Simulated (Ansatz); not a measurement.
## Phonons of HfO2 (P2_1/c) against volume

Aim: how do the optical modes of HfO2 (P2_1/c) move with volume?

Program: Ansatz 0.2.0. Level of theory: DFT LDA, scalar-relativistic, plane waves, PAW; PAW set soft_1. Results are calculated unless marked as measured.

This is a report of a sequence of runs, with most program output left out.

### 1. Set-up

It takes space group P2_1/c (No. 14, monoclinic). The conventional cell has a = 5.118 Å, b = 5.186 Å, c = 5.284 Å, α = 90.00°, β = 99.35°, γ = 90.00°. O has 4 Hf at 2.14 to 2.25 Å nearest. Nearest to O lie 3 Hf at 2.03 to 2.12 Å. Hf has 7 O at 2.03 to 2.25 Å nearest. Farther neighbours and most contacts between anions are not listed.

As a file:

```cif
data_structure
_symmetry_space_group_name_H-M 'P2_1/c'
_symmetry_Int_Tables_number 14
_cell_length_a 5.1180
_cell_length_b 5.1857
_cell_length_c 5.2841
_cell_angle_alpha 90.000
_cell_angle_beta 99.352
_cell_angle_gamma 90.000
_cell_volume 138.38
loop_
_atom_site_label
_atom_site_type_symbol
_atom_site_symmetry_multiplicity
_atom_site_Wyckoff_symbol
_atom_site_fract_x
_atom_site_fract_y
_atom_site_fract_z
_atom_site_occupancy
O1 O 4 e 0.44870 0.75810 0.48010 1
O2 O 4 e 0.07420 0.33160 0.34670 1
Hf1 Hf 4 e 0.27550 0.03970 0.20800 1
```

### 2. Relaxation

Harmonic phonons are second derivatives at a point where the forces vanish, and they are wanted at zero stress, so atoms and cell are relaxed first.

input.yaml

```yaml
crystal:
  lattice:
    - [5.118, 0.0, 0.0]
    - [0.0, 5.1857, 0.0]
    - [-0.8586630598, 0.0, 5.2138671406]
  atoms:
    - { symbol: O, position: [0.4487, 0.7581, 0.4801] }
    - { symbol: O, position: [0.5513, 0.2581, 0.0199] }
    - { symbol: O, position: [0.5513, 0.2419, 0.5199] }
    - { symbol: O, position: [0.4487, 0.7419, 0.9801] }
    - { symbol: O, position: [0.0742, 0.3316, 0.3467] }
    - { symbol: O, position: [0.9258, 0.8316, 0.1533] }
    - { symbol: O, position: [0.9258, 0.6684, 0.6533] }
    - { symbol: O, position: [0.0742, 0.1684, 0.8467] }
    - { symbol: Hf, position: [0.2755, 0.0397, 0.208] }
    - { symbol: Hf, position: [0.7245, 0.5397, 0.292] }
    - { symbol: Hf, position: [0.7245, 0.9603, 0.792] }
    - { symbol: Hf, position: [0.2755, 0.4603, 0.708] }
kpoints:
  mp_grid: { grid: [4, 4, 4] }
hamiltonian:
  xc: lda
  pseudopotentials: { kind: paw, azcp: { folder: soft_1 }, xc_functional: pbe }
scf:
  occupations: { method: gaussian, width: 0.02 }
output:
  forces: true
  stress: true
  eigenvalues: true
  write_density: true
  write_potential: true
  elf: true
  volumetric_format: npy
relax:
  adjacent_minimum: "off"
  f_tol: 0.005
  max_steps: 80
  cell: { stress_tol: 0.05 }
```

Run with:

```
$ ansatz run input.yaml --threads 8 --pin off --max-ram 20480MiB --backend cpu --events-out ev --progress --plain --runs-dir out
```

Wall time 86 s (8 threads of Arm Neoverse N1, shared host); peak memory 0.96 GiB.

The steps of the relaxation:

| step | energy less that of the first step (eV) | largest force component (eV/Å) | pressure (GPa) | volume (Å³) |
| --- | --- | --- | --- | --- |
| 1 | 0.0000 | 0.3767 | -7.76 | 138.38 |
| 2 | -0.1376 | 0.2480 | 1.87 | 132.79 |
| 3 | -0.1593 | 0.0811 | 0.21 | 133.80 |
| 4 | -0.1620 | 0.0486 | -0.04 | 133.78 |
| 5 | -0.1645 | 0.0306 | -0.05 | 133.63 |
| 6 | -0.1648 | 0.0097 | 0.00 | 133.63 |
| 7 | -0.1649 | 0.0008 | 0.00 | 133.63 |
| 8* | -0.1468 | 0.0022 | -0.23 | 133.63 |
| 9 | -0.1476 | 0.0051 | 0.02 | 133.47 |
| 10 | -0.1476 | 0.0022 | 0.00 | 133.47 |
| 11* | -0.1471 | 0.0022 | 0.00 | 133.47 |

Relaxation steps marked * repeat the geometry before them on a plane-wave basis chosen anew for their cell, so energy and pressure can jump there.

The run keeps the 4 symmetry operations that it works with, so distortions that break them were not tested.

| cell as run | before | after | change |
| --- | --- | --- | --- |
| a (Å) | 5.118 | 5.048 | -1.4 % |
| b (Å) | 5.186 | 5.141 | -0.9 % |
| c (Å) | 5.284 | 5.216 | -1.3 % |
| β (°) | 99.35 | 99.58 | +0.2 % |
| volume (Å³/atom) | 11.53 | 11.12 | -3.5 % |

The atoms that moved most (Å, as changes of fractional coordinates times the final cell):

| atom | dx | dy | dz | length |
| --- | --- | --- | --- | --- |
| O5 | 0.001 | 0.048 | -0.046 | 0.066 |
| O8 | 0.001 | -0.048 | -0.046 | 0.066 |
| O7 | -0.001 | -0.048 | 0.046 | 0.066 |
| O6 | -0.001 | 0.048 | 0.046 | 0.066 |
| Hf12 | 0.011 | -0.016 | 0.002 | 0.019 |
| Hf9 | 0.011 | 0.016 | 0.002 | 0.019 |
| Hf10 | -0.011 | 0.016 | -0.002 | 0.019 |
| Hf11 | -0.011 | -0.016 | -0.002 | 0.019 |

A gap read on the k-mesh alone can miss the band edges.

Numbers from this step:

| Property | Result |
| --- | --- |
| pressure | -0.003991 GPa |
| gap on the k-mesh | 3.945 eV |
| volume per atom | 11.12 Å³ |

ELF in the ac plane at fractional y = 0.242, with atoms of O within 0.2 Å of it. It is the smooth field of the valence electrons, not physical close to the nuclei.

Ten even steps from '_' (0.04) to '@' (0.80), each cell a mean:
```
@@@@@@==..++@@@@@@@@++__..**
@@@@@@++..::##@@%%++..__==@@
@@@@@@==____..::..______++@@
@@@@**::..____::--::..__--%%
++==..____..++%%@@%%==____--
__________==@@%%%%@@##::____
--====....**@@++**@@%%::__..
%%@@%%==..++@@%%@@@@++__..++
@@@@@@==..::##@@%%++..__--%%
@@@@%%--____..--::______==@@
@@%%==::..____::--::..__::##
==--........==%%@@%%==____--
__________--@@@@%%@@##::____
--++==....**@@++**@@%%::__..
```
Columns run along a (5.0 Å), rows up along c (5.2 Å). Atoms in or near the plane, at fractional coordinates: O at (0.55, 0.02), O at (0.55, 0.52).

Electrostatic potential energy in the ac plane at fractional y = 0.242, with atoms of O within 0.2 Å of it. With pseudopotentials it is smooth inside the atoms' cores, unlike the true potential.

Values in eV, 14 rows by 14 columns, each cell a mean:
```
 12   4  10  15  15  14  -4 -20 -17   4  16  18  18  18
 -9 -17  -5  12  14  14  13   7  11  15  16  17  18  14
-12 -16  -3   9   9  11  14  15  16  15  15  16  17  11
  6   4   9   7   6   9  13  15  16  16  16  17  18  16
 17  15  11   8   7  10  13   8   5  12  17  18  19  19
 18  16  14  11  11  13   3 -18 -20  -5  15  18  19  19
 19  17  15  15  15  13 -10 -23 -23 -10  15  18  19  19
 14   9  12  15  15  14  -5 -20 -16   4  17  18  19  19
 -2 -10   1  12  12  13  11   5   9  16  17  17  18  16
 -5 -11   1   8   7   9  13  15  16  16  16  17  18  14
 10   7   8   4   2   6  12  15  16  16  17  17  18  17
 17  14   9   4   4   8  12   9   6  13  17  18  19  19
 18  16  12   9   9  12   3 -18 -20  -5  16  19  19  19
 18  17  15  14  14  13 -11 -23 -23 -10  15  18  19  19
```
Columns run along a (5.0 Å; values clipped at the 3rd and 97th percentile), rows up along c (5.2 Å). Atoms in or near the plane, at fractional coordinates: O at (0.55, 0.02), O at (0.55, 0.52).

Valence density in the ac plane at fractional y = 0.242, with atoms of O within 0.2 Å of it. It is the smooth field of the valence electrons, not physical close to the nuclei.

Values in e/Å³, 14 rows by 14 columns, each cell a mean:
```
0.8 1.2 0.9 0.4 0.3 0.5 1.7 4.1 3.4 1.2 0.3 0.1 0.1 0.3
2.3 3.2 1.9 0.6 0.3 0.3 0.7 1.0 0.8 0.4 0.2 0.1 0.2 0.7
2.6 3.2 1.7 0.6 0.3 0.2 0.3 0.3 0.2 0.2 0.1 0.1 0.3 0.9
1.1 1.3 0.8 0.5 0.3 0.2 0.2 0.3 0.3 0.2 0.1 0.1 0.2 0.5
0.3 0.4 0.3 0.3 0.3 0.3 0.5 1.0 1.2 0.7 0.3 0.1 0.1 0.2
0.1 0.2 0.2 0.2 0.2 0.4 1.3 3.8 4.4 2.0 0.5 0.1 0.1 0.1
0.2 0.3 0.3 0.2 0.2 0.6 2.3 6.7 6.6 2.5 0.5 0.1 0.1 0.1
0.7 1.0 0.7 0.4 0.2 0.5 1.8 4.3 3.6 1.3 0.3 0.1 0.1 0.3
1.7 2.3 1.4 0.6 0.3 0.4 0.7 1.1 0.9 0.4 0.2 0.1 0.2 0.5
1.9 2.4 1.4 0.6 0.4 0.3 0.3 0.3 0.2 0.2 0.1 0.1 0.2 0.7
0.9 1.1 0.7 0.5 0.4 0.3 0.2 0.3 0.3 0.2 0.1 0.1 0.2 0.4
0.3 0.3 0.3 0.4 0.4 0.3 0.5 0.9 1.1 0.7 0.3 0.1 0.1 0.2
0.1 0.2 0.2 0.2 0.3 0.4 1.3 3.6 4.2 1.9 0.5 0.1 0.1 0.1
0.2 0.3 0.3 0.2 0.2 0.6 2.3 6.7 6.6 2.5 0.5 0.1 0.1 0.1
```
Columns run along a (5.0 Å), rows up along c (5.2 Å). Atoms in or near the plane, at fractional coordinates: O at (0.55, 0.02), O at (0.55, 0.52).

In this step the volume went from 11.53 to 11.12 Å³/atom.

### 3. Tight relaxation

Phonons need small forces and stress, so the relaxation is finished with tight tolerances on 4×4×4 k points.

input.yaml

```yaml
crystal:
  lattice:
    - [5.0477994452, 0.0, -0.0103337396]
    - [0.0, 5.1406117392, 0.0]
    - [-0.8574125952, 0.0, 5.1453723295]
  atoms:
    - { symbol: O, position: [0.4462702691, 0.7584894266, 0.4812670414] }
    - { symbol: O, position: [0.5537297309, 0.2584894266, 0.0187329586] }
    - { symbol: O, position: [0.5537297309, 0.2415105734, 0.5187329586] }
    - { symbol: O, position: [0.4462702691, 0.7415105734, 0.9812670414] }
    - { symbol: O, position: [0.0728966349, 0.3408431591, 0.3377689628] }
    - { symbol: O, position: [0.9271033651, 0.8408431591, 0.1622310372] }
    - { symbol: O, position: [0.9271033651, 0.6591568409, 0.6622310372] }
    - { symbol: O, position: [0.0728966349, 0.1591568409, 0.8377689628] }
    - { symbol: Hf, position: [0.2777762382, 0.042760346, 0.2083570919] }
    - { symbol: Hf, position: [0.7222237618, 0.542760346, 0.2916429081] }
    - { symbol: Hf, position: [0.7222237618, 0.957239654, 0.7916429081] }
    - { symbol: Hf, position: [0.2777762382, 0.457239654, 0.7083570919] }
kpoints:
  mp_grid: { grid: [4, 4, 4] }
hamiltonian:
  xc: lda
  pseudopotentials: { kind: paw, azcp: { folder: soft_1 }, xc_functional: pbe }
scf:
  occupations: { method: fixed }
output:
  forces: true
  stress: true
  eigenvalues: true
relax:
  adjacent_minimum: "off"
  f_tol: 0.001
  max_steps: 60
  cell: { stress_tol: 0.01 }
```

The job ended after 48 s (8 threads; peak memory 0.93 GiB; 6.2 min of CPU time).

Little changed from the start: no atom moved by 0.005 Å and no cell edge by 0.1 %.

This step gave:

* pressure: -0.001326 GPa

The largest force component left is 0.26 meV/Å and the pressure is -0.001 GPa, within the tolerances set. The cell now holds 11.12 Å³/atom.

### 4. Zone-centre response at rest

The modes at rest are the reference of the series, and the response to a field gives the dielectric tensor and the Born charges.

input.yaml

```yaml
crystal:
  lattice:
    - [5.0477863353, 0.0, -0.0103225292]
    - [0.0, 5.1406317045, 0.0]
    - [-0.8573990099, 0.0, 5.1453388055]
  atoms:
    - { symbol: O, position: [0.446266677, 0.7585054787, 0.481260019] }
    - { symbol: O, position: [0.553733323, 0.2585054787, 0.018739981] }
    - { symbol: O, position: [0.553733323, 0.2414945213, 0.518739981] }
    - { symbol: O, position: [0.446266677, 0.7414945213, 0.981260019] }
    - { symbol: O, position: [0.0728902028, 0.3408264668, 0.3377599934] }
    - { symbol: O, position: [0.9271097972, 0.8408264668, 0.1622400066] }
    - { symbol: O, position: [0.9271097972, 0.6591735332, 0.6622400066] }
    - { symbol: O, position: [0.0728902028, 0.1591735332, 0.8377599934] }
    - { symbol: Hf, position: [0.2777668209, 0.0427576002, 0.2083402442] }
    - { symbol: Hf, position: [0.7222331791, 0.5427576002, 0.2916597558] }
    - { symbol: Hf, position: [0.7222331791, 0.9572423998, 0.7916597558] }
    - { symbol: Hf, position: [0.2777668209, 0.4572423998, 0.7083402442] }
kpoints:
  mp_grid: { grid: [4, 4, 4] }
hamiltonian:
  xc: lda
  pseudopotentials: { kind: paw, azcp: { folder: soft_1 }, xc_functional: pbe }
scf:
  occupations: { method: fixed }
output:
  eigenvalues: true
phonons:
  method: dfpt
  dielectric: true
  rigid_motions: translations
```

It took 5.8 min on 8 threads; peak memory 5.4 GiB; 41 min of CPU time.

Numbers from this step:

```yaml
sum_rule_residual_before_enforcement: 4.03e-5 eV/Å²
miss_of_the_charge_sum_rule: 0.006127 e
estimated_error_of_the_dielectric_tensor: 0.01425
estimated_error_of_the_born_charges: 0.1435 e
point_group: 2/m
highest_optical_mode_at_the_zone_centre_no_lo_to_term: 771.8 cm⁻¹
lowest_optical_zone_centre_mode: 123.3 cm⁻¹
mean_high_frequency_dielectric_constant: 4.979
largest_born_charge_third_of_the_trace: 5.163 e
mean_static_dielectric_constant: 17.59
top_of_the_zone_centre_spectrum_with_the_field: 808.6 cm⁻¹
```

Without the LO-TO term. Patterns of degenerate modes are one choice out of their space. Modes at Γ, with each element's share of the kinetic energy; the lowest 24 and highest 6 of 36:

| mode | frequency (cm⁻¹) | symmetry | O % | Hf % |
| --- | --- | --- | --- | --- |
| 1 | 0.0 | acoustic | 15 | 85 |
| 2 | 0.0 | acoustic | 15 | 85 |
| 3 | 0.0 | acoustic | 15 | 85 |
| 4 | 123.3 | Ag | 75 | 25 |
| 5 | 131.8 | Bg | 1 | 99 |
| 6 | 135.0 | Au | 1 | 99 |
| 7 | 135.7 | Ag | 4 | 96 |
| 8 | 148.7 | Ag | 24 | 76 |
| 9 | 167.8 | Bg | 2 | 98 |
| 10 | 183.8 | Au | 2 | 98 |
| 11 | 235.9 | Bu | 80 | 20 |
| 12 | 243.8 | Bg | 0 | 100 |
| 13 | 253.9 | Bu | 23 | 77 |
| 14 | 255.3 | not assigned | 93 | 7 |
| 15 | 255.3 | not assigned | 4 | 96 |
| 16 | 319.7 | Bu | 90 | 10 |
| 17 | 331.2 | Bg | 98 | 2 |
| 18 | 342.3 | Ag | 96 | 4 |
| 19 | 345.5 | Bu | 90 | 10 |
| 20 | 360.2 | Au | 94 | 6 |
| 21 | 389.9 | Ag | 99 | 1 |
| 22 | 404.3 | Bg | 100 | 0 |
| 23 | 404.7 | Bu | 88 | 12 |
| 24 | 411.5 | Au | 97 | 3 |
| 31 | 609.3 | Au | 99 | 1 |
| 32 | 634.3 | Bg | 100 | 0 |
| 33 | 657.9 | Au | 100 | 0 |
| 34 | 668.4 | Ag | 99 | 1 |
| 35 | 736.1 | Bu | 99 | 1 |
| 36 | 771.8 | Bg | 99 | 1 |

Displacements in mode 4 (123.3 cm⁻¹), the largest set to 1:
```
O1   0.13 -0.14 -0.23
O2  -0.13 -0.14  0.23
O3  -0.13  0.14  0.23
O4   0.13  0.14 -0.23
O5  -0.68 -1.00  0.85
O6   0.68 -1.00 -0.85
O7   0.68  1.00 -0.85
O8  -0.68  1.00  0.85
Hf9 -0.05  0.12  0.22
Hf10 0.05  0.12 -0.22
Hf11 0.05 -0.12 -0.22
Hf12-0.05 -0.12  0.22
```

Displacements in mode 22 (404.3 cm⁻¹), the largest set to 1:
```
O1  -1.00 -0.19 -0.16
O2  -1.00  0.19 -0.16
O3   1.00  0.19  0.16
O4   1.00 -0.19  0.16
O5   0.19 -0.13  0.15
O6   0.19  0.13  0.15
O7  -0.19  0.13 -0.15
O8  -0.19 -0.13 -0.15
Hf9  0.00  0.00 -0.01
Hf10 0.00  0.00 -0.01
Hf11 0.00  0.00  0.01
Hf12 0.00  0.00  0.01
```

Optical modes at the zone centre, without and with the macroscopic field of the longitudinal modes; each column is sorted by frequency, so a row need not hold one and the same mode. Modes with and without the field, by row:

| rank among optical modes | no field (cm⁻¹) | q along (1, 0, 0) (cm⁻¹) | q along (0, 1, 0) (cm⁻¹) | q along (0, 0, 1) (cm⁻¹) |
| --- | --- | --- | --- | --- |
| 1 | 123.3 | 123.3 | 123.3 | 123.3 |
| 2 | 131.8 | 131.8 | 131.8 | 131.8 |
| 3 | 135 | 135 | 135.1 | 135 |
| 4 | 135.7 | 135.7 | 135.7 | 135.7 |
| 5 | 148.7 | 148.7 | 148.7 | 148.7 |
| 6 | 167.8 | 167.8 | 167.8 | 167.8 |
| 7 | 183.8 | 183.8 | 184.7 | 183.8 |
| 8 | 235.9 | 243.8 | 235.9 | 239.6 |
| 9 | 243.8 | 252.6 | 243.8 | 243.8 |
| 10 | 253.9 | 255.3 | 253.9 | 254 |
| 11 | 255.3 | 255.3 | 255.3 | 255.3 |
| 12 | 255.3 | 256.3 | 276.7 | 255.3 |
| 13 | 319.7 | 331.2 | 319.7 | 325.4 |
| 14 | 331.2 | 342.3 | 331.2 | 331.2 |
| 15 | 342.3 | 345.1 | 342.3 | 342.3 |
| 16 | 345.5 | 360.2 | 345.5 | 360.2 |
| 17 | 360.2 | 389.9 | 388.2 | 368.3 |
| 18 | 389.9 | 400.5 | 389.9 | 389.9 |
| 19 | 404.3 | 404.3 | 404.3 | 404.3 |
| 20 | 404.7 | 411.5 | 404.7 | 411.5 |
| 21 | 411.5 | 455.6 | 474.8 | 492.4 |
| 22 | 492.4 | 492.4 | 492.4 | 499.1 |
| 23 | 499.1 | 499.1 | 510.2 | 510.2 |
| 24 | 510.2 | 510.2 | 516.5 | 512.3 |
| 25 | 516.5 | 552.7 | 552.7 | 552.7 |
| 26 | 552.7 | 572.5 | 568.5 | 572.5 |
| 27 | 572.5 | 609.3 | 572.5 | 609.3 |
| 28 | 609.3 | 613.4 | 634.3 | 634.3 |
| 29 | 634.3 | 634.3 | 657.7 | 645.5 |
| 30 | 657.9 | 657.9 | 668.4 | 657.9 |
| 31 | 668.4 | 668.4 | 736.1 | 668.4 |
| 32 | 736.1 | 771.8 | 746.1 | 738.6 |
| 33 | 771.8 | 808.6 | 771.8 | 771.8 |

Born charge (rows field, columns displacement) (e), principal values of the symmetric part by kind of site:

| atom | atoms with these values | low | middle | high | mean |
| --- | --- | --- | --- | --- | --- |
| O1 | 4 | -3.08 | -2.39 | -2.22 | -2.56 |
| O5 | 4 | -4.03 | -2.58 | -1.19 | -2.60 |
| Hf9 | 4 | 4.54 | 5.32 | 5.62 | 5.16 |

In full for Hf9:

```
 5.35 -0.40  0.23
-0.13  5.36  0.16
 0.25  0.36  4.77
```

High-frequency dielectric tensor:

```
5.07 0.00 0.15
0.00 5.11 0.00
0.15 0.00 4.76
```

Static dielectric tensor (ions relaxed, fixed cell):

```
19.99  0.00  1.28
 0.00 18.21  0.00
 1.28  0.00 14.57
```

Transverse modes. Lines of the infrared spectrum (strongest = 100):

| position (cm⁻¹) | lines merged | relative intensity |
| --- | --- | --- |
| 135 | 1 | 0.1 |
| 184 | 1 | 0.8 |
| 236 | 1 | 31 |
| 254 | 1 | 0.4 |
| 255 | 2 | 26 |
| 320 | 1 | 100 |
| 346 | 1 | 40 |
| 360 | 1 | 61 |
| 405 | 1 | 71 |
| 412 | 1 | 44 |
| 499 | 1 | 22 |
| 516 | 1 | 30 |
| 609 | 1 | 24 |
| 658 | 1 | 0.1 |
| 736 | 1 | 26 |

Before it was imposed, the acoustic sum rule was missed by 4.0e-5 eV/Å² and the charge sum rule by 0.0061 e. Small misses are needed for a sound result but don't prove that mesh and cutoff are converged. The lowest optical mode is real, 123 cm⁻¹.

### 5. A member of the series: 1.06 times the volume at rest

The cell is set to 1.06 times the volume at rest, and shape and atoms relax at that volume.

input.yaml

```yaml
crystal:
  lattice:
    - [5.1613792969, 0.0, -0.0308552756]
    - [0.0, 5.2017676619, 0.0]
    - [-0.8973604578, 0.0, 5.2749026678]
  atoms:
    - { symbol: O, position: [0.4508434556, 0.756934818, 0.4765359691] }
    - { symbol: O, position: [0.5491565444, 0.256934818, 0.0234640309] }
    - { symbol: O, position: [0.5491565444, 0.243065182, 0.5234640309] }
    - { symbol: O, position: [0.4508434556, 0.743065182, 0.9765359691] }
    - { symbol: O, position: [0.0655700004, 0.3267884545, 0.3505635096] }
    - { symbol: O, position: [0.9344299996, 0.8267884545, 0.1494364904] }
    - { symbol: O, position: [0.9344299996, 0.6732115455, 0.6494364904] }
    - { symbol: O, position: [0.0655700004, 0.1732115455, 0.8505635096] }
    - { symbol: Hf, position: [0.2760546008, 0.0440909324, 0.2084774817] }
    - { symbol: Hf, position: [0.7239453992, 0.5440909324, 0.2915225183] }
    - { symbol: Hf, position: [0.7239453992, 0.9559090676, 0.7915225183] }
    - { symbol: Hf, position: [0.2760546008, 0.4559090676, 0.7084774817] }
kpoints:
  mp_grid: { grid: [4, 4, 4] }
hamiltonian:
  xc: lda
  pseudopotentials: { kind: paw, azcp: { folder: soft_1 }, xc_functional: pbe }
scf:
  occupations: { method: fixed }
output:
  forces: true
  stress: true
  eigenvalues: true
relax:
  adjacent_minimum: "off"
  f_tol: 0.001
  max_steps: 60
  cell: { stress_tol: 0.01, fix: [volume] }
```

The job ended after 63 s (8 threads; peak memory 0.96 GiB; 8.1 min of CPU time).

Step by step:

| step | energy less that of the first step (eV) | largest force component (eV/Å) | pressure (GPa) | volume (Å³) |
| --- | --- | --- | --- | --- |
| 1 | 0.0000 | 0.1065 | -12.05 | 141.48 |
| 2 | -0.0019 | 0.0546 | -11.63 | 141.48 |
| 3 | -0.0036 | 0.0363 | -11.67 | 141.48 |
| 4 | -0.0049 | 0.0164 | -11.41 | 141.48 |
| 5 | -0.0052 | 0.0125 | -11.40 | 141.48 |
| 6 | -0.0053 | 0.0006 | -11.41 | 141.48 |
| 7* | -0.0054 | 0.0006 | -11.41 | 141.48 |
| 8 | -0.0054 | 0.0002 | -11.42 | 141.48 |
| 9* | -0.0054 | 0.0002 | -11.42 | 141.48 |

Relaxation steps marked * repeat the geometry before them on a plane-wave basis chosen anew for their cell, so energy and pressure can jump there.

The run keeps the 4 symmetry operations that it works with, so distortions that break them were not tested.

| cell as run | before | after | change |
| --- | --- | --- | --- |
| a (Å) | 5.161 | 5.165 | +0.1 % |
| b (Å) | 5.202 | 5.193 | -0.2 % |
| c (Å) | 5.351 | 5.358 | +0.1 % |
| β (°) | 100.00 | 100.12 | +0.1 % |
| volume (Å³/atom) | 11.79 | 11.79 | -0.0 % |

The atoms that moved most (Å, as changes of fractional coordinates times the final cell):

| atom | dx | dy | dz | length |
| --- | --- | --- | --- | --- |
| O7 | 0.010 | 0.013 | -0.016 | 0.023 |
| O5 | -0.010 | -0.013 | 0.016 | 0.023 |
| O8 | -0.010 | 0.013 | 0.016 | 0.023 |
| O6 | 0.010 | -0.013 | -0.016 | 0.023 |
| O2 | -0.014 | 0.000 | 0.014 | 0.020 |
| O4 | 0.014 | 0.000 | -0.014 | 0.020 |
| O3 | -0.014 | 0.000 | 0.014 | 0.020 |
| O1 | 0.014 | 0.000 | -0.014 | 0.020 |

This step gave:

```
pressure          : -11.42 GPa
gap on the k-mesh : 3.939 eV
volume per atom   : 11.79 Å³
```

The largest force component left is 0.18 meV/Å, at a pressure of -11.42 GPa.

[end of part 1 of 2]

[Logs are printed without paths, hosts, clocks, repeated set-up lines and the standing remarks that a program may print on its own settings, such as how far it seeks lower states.]

[Hosts, paths, dates, database ids (printed as entryN), source tags and the programs' standing remarks are cut or masked in the printed files.]
